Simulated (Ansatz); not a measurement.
## Pt(111) with 4 thermally displaced layers, 2x2: scattering by thermal displacements

How much do lattice vibrations at 180 K scatter the electrons of Pt? Layers with random displacements are laid between perfect leads, and the resistance is followed against their length.

Calculated with Ansatz 0.2.0; Ansatz plane-wave DFT, PBE, PAW files; ballistic transport by layer matching (Landauer), zero bias; PAW set soft_1.

**1. Set-up**

The cell holds 40 atoms: 40 Pt. Cell: a = 5.546 Å, b = 5.546 Å, c = 22.699 Å, α = 93.5°, β = 86.5°, γ = 120.0°. It derives from Pt. Regions: lead, 24 atoms (24 Pt); scattering region, 16 atoms (16 Pt). The structure is stacked along c, and the current runs across the ab planes.

**2. With 4 displaced layers**

Each atom of 4 layers is moved at random, by amounts drawn from a normal law 0.0494 Å wide in each direction from the Debye model (240 K) at 180 K. The layers about the cell's end stay perfect and serve as the lead. Disorder leaves little or no symmetry, which makes such runs dear. Energies from -0.05 to 0.05 eV in steps of 0.05 eV are too few for the program's thermal sum, so it prints no conductance; for a metal the transmission near the Fermi level serves, at a fraction of the cost.

input.yaml reads:

```yaml
crystal:
  lattice:
    - [5.5462627489, 0.0, 0.0]
    - [-2.7731313745, 4.8032044366, 0.0]
    - [1.3865656872, -0.8005340728, 22.6425228571]
  atoms:
    - { symbol: Pt, position: [0.9916666667, 0.0083333333, 0.05] }
    - { symbol: Pt, position: [0.9916666667, 0.5083333333, 0.05] }
    - { symbol: Pt, position: [0.4916666667, 0.0083333333, 0.05] }
    - { symbol: Pt, position: [0.4916666667, 0.5083333333, 0.05] }
    - { symbol: Pt, position: [0.1416666667, 0.3583333333, 0.15] }
    - { symbol: Pt, position: [0.1416666667, 0.8583333333, 0.15] }
    - { symbol: Pt, position: [0.6416666667, 0.3583333333, 0.15] }
    - { symbol: Pt, position: [0.6416666667, 0.8583333333, 0.15] }
    - { symbol: Pt, position: [0.2916666667, 0.2083333333, 0.25] }
    - { symbol: Pt, position: [0.2916666667, 0.7083333333, 0.25] }
    - { symbol: Pt, position: [0.7916666667, 0.2083333333, 0.25] }
    - { symbol: Pt, position: [0.7916666667, 0.7083333333, 0.25] }
    - { symbol: Pt, position: [0.9418744913, 0.0572066306, 0.3513983533] }
    - { symbol: Pt, position: [0.9397133259, 0.5529512528, 0.3507895374] }
    - { symbol: Pt, position: [0.4584208492, 0.067825583, 0.3484634047] }
    - { symbol: Pt, position: [0.4271639129, 0.5519329791, 0.3500902347] }
    - { symbol: Pt, position: [0.070268637, 0.4056278958, 0.4472795721] }
    - { symbol: Pt, position: [0.0824532704, 0.9026161439, 0.4493093633] }
    - { symbol: Pt, position: [0.600748053, 0.4190171969, 0.4497193465] }
    - { symbol: Pt, position: [0.6002960175, 0.9016143727, 0.450767517] }
    - { symbol: Pt, position: [0.2504746426, 0.2590304364, 0.5483765805] }
    - { symbol: Pt, position: [0.2310145407, 0.753702072, 0.5504807928] }
    - { symbol: Pt, position: [0.7316483068, 0.2561223351, 0.5496523346] }
    - { symbol: Pt, position: [0.747463209, 0.760672155, 0.550775951] }
    - { symbol: Pt, position: [0.8848860527, 0.1072845139, 0.6517117987] }
    - { symbol: Pt, position: [0.8979484233, 0.5959246509, 0.6533056299] }
    - { symbol: Pt, position: [0.4075886527, 0.1164716475, 0.6505774349] }
    - { symbol: Pt, position: [0.3956587181, 0.6240541746, 0.6542801947] }
    - { symbol: Pt, position: [0.0416666667, 0.4583333333, 0.75] }
    - { symbol: Pt, position: [0.0416666667, 0.9583333333, 0.75] }
    - { symbol: Pt, position: [0.5416666667, 0.4583333333, 0.75] }
    - { symbol: Pt, position: [0.5416666667, 0.9583333333, 0.75] }
    - { symbol: Pt, position: [0.1916666667, 0.3083333333, 0.85] }
    - { symbol: Pt, position: [0.1916666667, 0.8083333333, 0.85] }
    - { symbol: Pt, position: [0.6916666667, 0.3083333333, 0.85] }
    - { symbol: Pt, position: [0.6916666667, 0.8083333333, 0.85] }
    - { symbol: Pt, position: [0.8416666667, 0.1583333333, 0.95] }
    - { symbol: Pt, position: [0.8416666667, 0.6583333333, 0.95] }
    - { symbol: Pt, position: [0.3416666667, 0.1583333333, 0.95] }
    - { symbol: Pt, position: [0.3416666667, 0.6583333333, 0.95] }
kpoints:
  mp_grid: { grid: [5, 5, 1] }
hamiltonian:
  xc: pbe
  pseudopotentials: { kind: paw, azcp: { folder: soft_1 } }
scf:
  occupations: { method: fermi_dirac, width: 0.1 }
output:
  transmission:
    leads: [[0, 4]]
    kmesh: [10, 10]
    e_range: [-0.05, 0.05]
    de: 0.05
  write_potential: true
  write_density: true
  volumetric_format: npy
  elf: true
```

Launch:

```sh
$ ansatz run input.yaml --threads 4 --pin off --max-ram 15360MiB --backend cpu --events-out ev --progress --plain --runs-dir out
```

Numbers of over 12 decimals in the logs are rounded to 6 here.

The log of the run:

```text
Engine: ansatz 0.2.0, aarch64-unknown-linux-gnu
Pseudopotentials: kind: paw
Pseudopotential: Pt, paw, valence charge 18, recommended cutoff 420 eV (normal), soft_1/Pt.paw.azcp
Functional definition: PBE
  parameter kappa = 0.804
  parameter beta = 0.066725
  exchange = pbe_x(kappa = kappa, mu = beta*pi^2/3)
  correlation = pbe_c(beta = beta)
Crystal: 40 atoms, lattice volume = 603.193 Å³
Basis set: ecut = 420 eV, 11827 PW (Γ)
Bands: 432, of which v1, the nominal top of the filled ones, is band 360 counted from 1 (359 counted from 0)
Symmetry: 1 space group operations
Space group: P1 (ITA 1), of the structure as read, at distance tolerance 8.4e-5 Å
k-points: 13 of 25 (time reversal used)
Non-local potential: Pt, projectors of the file, l = 0: 3, l = 1: 2, l = 2: 2, l = 3: 1
PAW form: soft (Blöchl's): semilocal exchange-correlation on the pseudo side does not see the compensation charge
PAW one-centre angular grid: Pt, 590 points (default); XC on 64 Gauss nodes
Initial density: superposition of atomic densities (chi_scale 0.1, normalization cell)
Initial wavefunctions: pseudopotential atomic-orbital guess
Functional: x = pbe(κ = 0.804, μ = 0.219515), c = pbe(β = 0.066725)
SCF iter   1: F=—  HF=-501000.746140 eV  |F-HF|=—  |Δ(HF+E_count)|=         —  Δρ=8.56e-2  dr2=4.21e1  ethr=3.10e-3  ⟨swp⟩=4.6  Hψ=16768  notcnv=0  defer=206
preconditioner: auto → Kerker (q_TF=auto, 2.810 Å⁻¹)  [metal: Δε(μ)=0.003 eV  Ē_g=8.538 eV  σ=0.100 eV  W_gap=0.01  n_scr=246 (ndim 8)  ℏωp=30.2 eV  f_vac=0.000  D(μ)=69.22/eV (n_scr^D=924)]
SCF iter   2: F=—  HF=-500990.899469 eV  |F-HF|=—  |Δ(HF+E_count)|=    9.85e0  Δρ=4.54e-2  dr2=1.15e1  ethr=3.10e-3  ⟨swp⟩=2.9  Hψ=9425  notcnv=0  defer=484
SCF iter   3: F=—  HF=-500987.593706 eV  |F-HF|=—  |Δ(HF+E_count)|=    3.31e0  Δρ=6.52e-3  dr2=1.26e-1  ethr=1.60e-3  ⟨swp⟩=2.2  Hψ=8099  notcnv=0  defer=484
SCF iter   4: F=—  HF=-500987.609209 eV  |F-HF|=—  |Δ(HF+E_count)|=   1.55e-2  Δρ=1.08e-3  dr2=7.40e-3  ethr=1.74e-5  ⟨swp⟩=2.9  Hψ=9680  notcnv=0  defer=480
SCF iter   5: F=—  HF=-500987.609486 eV  |F-HF|=—  |Δ(HF+E_count)|=   2.77e-4  Δρ=3.49e-4  dr2=5.93e-4  ethr=1.03e-6  ⟨swp⟩=2.5  Hψ=7851  notcnv=0  defer=480
SCF iter   6: F=—  HF=-500987.609484 eV  |F-HF|=—  |Δ(HF+E_count)|=   1.74e-6  Δρ=5.48e-5  dr2=2.06e-5  ethr=8.23e-8  ⟨swp⟩=2.9  Hψ=10913  notcnv=0  defer=480
SCF iter   7: F=—  HF=-500987.608277 eV  |F-HF|=—  |Δ(HF+E_count)|=   1.21e-3  Δρ=1.12e-5  dr2=1.63e-6  ethr=2.85e-9  ⟨swp⟩=1.1  Hψ=5114  notcnv=0  defer=480
SCF iter   8: F=—  HF=-500987.608277 eV  |F-HF|=—  |Δ(HF+E_count)|=   5.44e-8  Δρ=2.43e-6  dr2=1.36e-7  ethr=2.26e-10  ⟨swp⟩=1.5  Hψ=6349  notcnv=0  defer=480
SCF iter   9: F=-500987.608277 eV  HF=-500987.608277 eV  |F-HF|=1.14e-8  |Δ(HF+E_count)|=   5.24e-9  Δρ=7.87e-7  dr2=1.33e-8  ethr=1.39e-11  ⟨swp⟩=8.2  Hψ=17325  notcnv=0
SCF 1 converged in 9 iterations: F = -500987.608277 eV  dr2 = 1.33e-8
  greatest PAW one-centre occupation: 1.000 electrons in one spin orbital (limit 2), on the Pt atom at site 13 (counted from 0), in its partial waves of l = 0
transmission: 220 of 2184 steps passed
transmission: 440 of 2184 steps passed
[...]
transmission: 2184 of 2184 steps passed
SCF converged after 9 iterations
Free energy (F): -500987.608277 eV
Harris-Foulkes:  -500987.608277 eV  (|F-HF|=1.14e-8)
Internal energy: -500985.370271 eV  (E = F + TS)
E sigma→0 (E₀):  -500986.489274 eV
Entropy (-TS):   -2.238006 eV (-55.950 meV/atom)
Fermi energy:    23.431364 eV
--- Per-component energies (eV) ---
  E_band       = -5137.738270
  E_kinetic    = 23902.059185
  E_local      = -57137.761704  (includes V_loc(G=0)·N_el)
  E_nonlocal   = 8155.673287
  E_hartree    = 21758.516998
  E_xc         = -9305.366784
  E_vxc        = -10872.386622  (∫ρ·V_xc dr)
  E_paw        = -379356.283625  (= ΣΔE_a)
  E_vpaw       = -12702.412361  (= ΣTr[D̂ρ^β])
  E_aug_tail   = 0.044487  (compensation charges beyond the density's cutoff)
  E_ewald      = -109002.252113
  E_smearing   = -2.238006  (= −TS)
  E_closure    = -0.000000  (closes the sum)
  Σ components = -500987.608277   (vs F -500987.608277, Δ=0.00e0)
--- Band table (eV; the first three rows and the last of 13) ---
  k-point 0: bands = [... 356 lower, 23.5828, 23.6201, 23.6266, 23.6557, 23.6680, 23.6753, 23.6885, 23.7306, ... 68 higher]
  k-point 1: bands = [... 356 lower, 23.3986, 23.4021, 23.4253, 23.4400, 23.4568, 23.4653, 23.5102, 23.5955, ... 68 higher]
  k-point 2: bands = [... 356 lower, 23.3277, 23.3515, 23.4029, 23.4581, 23.5192, 23.5357, 23.5407, 23.5535, ... 68 higher]
  k-point 12: bands = [... 356 lower, 23.2834, 23.3304, 23.4431, 23.4507, 23.4709, 23.4926, 23.5207, 23.5300, ... 68 higher]
--- Transmission ---
  basis      : 241 plane waves across, 42 finite elements along
  points     : 52, standing for a mesh of 10 x 10
  energies   : 3 from -0.050000 to 0.050000 eV about the Fermi level, 0.050000 eV apart; the leads are filled to 0.000000 eV, and channels, transmission and decay are at 0.000000 eV
  crystal 0  : Pt4, at the sites [0, 4], period 2.2643 Å, over 13.59 Å; its Hamiltonian steps by up to 8.9 meV
    offset         : up to 0.0000 Å between an atom of the period and one for which it stands
    channels       : 6.890000e0 a spin
    conductance    : none, the energies end too early or step too widely for 300 K: set another output.transmission.e_range or a lower de, or, where they end at an eighth of basis.ecutwfc, a higher one
  junction   : crystal 0 to crystal 0, 0.70 to 21.08 Å
    transmission   : 6.202546e0 a spin
    conductance    : none, the energies end too early or step too widely for 300 K: set another output.transmission.e_range or a lower de, or, where they end at an eighth of basis.ecutwfc, a higher one
```

The job ended after 9.3 min (4 threads of Arm Neoverse V1, shared host; peak memory 5.7 GiB).

This step gave:

- free energy: -500987.6083 eV
- energy at zero smearing: -500986.4893 eV
- Fermi energy: 23.43 eV
- cell area: 26.64 Å²
- transmission per spin nearest the Fermi level: 6.203
- open channels per spin nearest the Fermi level: 6.89
- step of the lead's potential: 8.9 meV

Per spin. The transmission, zone mean by energy, zero at the Fermi level:

```csv
energy (eV),"transmission, zone mean"
-0.0500,6.44
0.0000,6.20
0.0500,5.78
```

Per spin. Open channels, zone mean, lead against energy, zero at the Fermi level:

```csv
energy (eV),"open channels, zone mean, lead"
-0.0500,7.16
0.0000,6.89
0.0500,6.21
```

Transmission over k1 and k2. At 0.0000 eV from the Fermi level.

Ten even steps from '_' (2.99) to '@' (8.81):
```
@@%%======%%@@..__..
--==%%++++%%==--____
--==++%%..%%++==--..
@@==++..****..++==@@
@@%%%%%%**..**%%%%%%
@@@@==++..****..++==
--..--==++%%..%%++==
--____--==%%++++%%==
@@..__..@@%%======%%
@@@@--==@@@@@@==--@@
```
Columns: k1 (b1) from -0.5 to 0.4; rows upwards: k2 (b2) from -0.5 to 0.4.

Open channels over k1 and k2. At 0.0000 eV from the Fermi level.

Values, 10 rows by 10 columns:
```
10.0  8.0  6.0  6.0  6.0  8.0 10.0  4.0  3.0  4.0
 6.0  6.0  8.0  7.0  7.0  8.0  6.0  6.0  3.0  3.0
 6.0  6.0  7.0  9.0  4.0  9.0  7.0  6.0  6.0  4.0
10.0  6.0  7.0  4.0  9.0  9.0  4.0  7.0  6.0 10.0
10.0  8.0  8.0  9.0  9.0  5.0  9.0  9.0  8.0  8.0
10.0 10.0  6.0  7.0  4.0  9.0  9.0  4.0  7.0  6.0
 6.0  4.0  6.0  6.0  7.0  9.0  4.0  9.0  7.0  6.0
 6.0  3.0  3.0  6.0  6.0  8.0  7.0  7.0  8.0  6.0
10.0  4.0  3.0  4.0 10.0  8.0  6.0  6.0  6.0  8.0
10.0 10.0  6.0  6.0 10.0 10.0 10.0  6.0  6.0 10.0
```
Columns: k1 (b1) from -0.5 to 0.4; rows upwards: k2 (b2) from -0.5 to 0.4.

ELF in the ca plane at fractional y = 0.419, with atoms of Pt within 0.2 Å of it. It is the smooth field of the valence electrons, not physical close to the nuclei.

Values, 8 rows by 16 columns, each cell a mean:
```
0.25 0.21 0.29 0.26 0.44 0.36 0.33 0.35 0.26 0.31 0.23 0.30 0.27 0.47 0.38 0.27
0.44 0.24 0.27 0.24 0.40 0.33 0.29 0.29 0.29 0.40 0.26 0.36 0.26 0.26 0.25 0.42
0.57 0.29 0.25 0.17 0.23 0.25 0.47 0.49 0.26 0.28 0.20 0.27 0.25 0.39 0.31 0.37
0.44 0.25 0.26 0.20 0.25 0.25 0.47 0.51 0.25 0.24 0.15 0.23 0.27 0.55 0.44 0.25
0.25 0.21 0.29 0.26 0.44 0.34 0.28 0.31 0.28 0.34 0.22 0.26 0.25 0.47 0.38 0.27
0.44 0.25 0.27 0.25 0.42 0.34 0.25 0.25 0.29 0.40 0.25 0.30 0.24 0.26 0.26 0.42
0.57 0.29 0.25 0.17 0.24 0.25 0.45 0.45 0.25 0.26 0.19 0.25 0.24 0.39 0.31 0.37
0.44 0.26 0.26 0.20 0.26 0.26 0.49 0.51 0.25 0.23 0.15 0.24 0.27 0.55 0.44 0.25
```
Columns run along c (16.0 Å, from fractional 0.15 to 0.85 of the cell), rows up along a (5.5 Å). Atoms in or near the plane, at fractional coordinates: Pt at (0.45, 0.07), Pt at (0.45, 0.60), Pt at (0.75, 0.04), Pt at (0.75, 0.54).

Electrostatic potential energy in the ca plane at fractional y = 0.419, with atoms of Pt within 0.2 Å of it. With pseudopotentials it is smooth inside the atoms' cores, unlike the true potential.

Ten even steps from '0' (-45 eV) to '9' (26 eV), each cell a mean:
```
99999988999744689743589998999998899830037999
99999988899632489988899976789987789975579987
56899988999743589998999864589975689999899963
11489999999977899855689975689987789999999851
00279999999999998510269988899998899986689963
00379999999999998300048999999999999841148987
44699999999999998400048999999999999610027999
88999988999876899742379998999999999720026999
99999988899633589988899976799999999852258998
78999988999632489999999864589998899987789975
23699999999854689988999865689998899999999852
00389999999988899744689987899998899998899962
00279999999999998400269999999999999863469975
11489999999999997200059999999999999720037998
66899999999988898400159999999999999610016999
```
Columns run along c (16.0 Å, from fractional 0.15 to 0.85 of the cell; values clipped at the 3rd and 97th percentile), rows up along a (5.5 Å). Atoms in or near the plane, at fractional coordinates: Pt at (0.45, 0.07), Pt at (0.45, 0.60), Pt at (0.75, 0.04), Pt at (0.75, 0.54).

Valence density in the ca plane at fractional y = 0.419, with atoms of Pt within 0.2 Å of it. It is the smooth field of the valence electrons, not physical close to the nuclei.

Ten even steps from '0' (0 e/Å³) to '9' (11 e/Å³), each cell a mean:
```
00000000000012100022100000000000000026630000
00000000000133200000000001000000000001100000
11000000000022100000000011100001100000000012
54200000000000000011100001100000000000000014
87300000000000000156410000000000000001100012
66300000000000000279720000000000000025420000
22100000000000000268620000000000000148840000
00000000000000000023200000000000000038840000
00000000000022100000000001000000000013310000
00000000000133100000000012100000000000000001
32100000000012100000000011100000000000000014
76200000000000000022100000000000000000000013
77300000000000000267410000000000000012210001
44200000000000000389610000000000000037630000
11000000000000000268510000000000000148841000
```
Columns run along c (16.0 Å, from fractional 0.15 to 0.85 of the cell), rows up along a (5.5 Å). Atoms in or near the plane, at fractional coordinates: Pt at (0.45, 0.07), Pt at (0.45, 0.60), Pt at (0.75, 0.04), Pt at (0.75, 0.54).

Over the solved energies the transmission per spin lies between 5.78 and 6.44, out of 6.75 channels of the lead on average (up to 7.16).

(Continued in part 2 of 2.)

[Logs are printed without paths, hosts, clocks, repeated set-up lines and the standing remarks that a program may print on its own settings, such as how far it seeks lower states.]

[Hosts, paths, dates, database ids (printed as entryN), source tags and the programs' standing remarks are cut or masked in the printed files.]
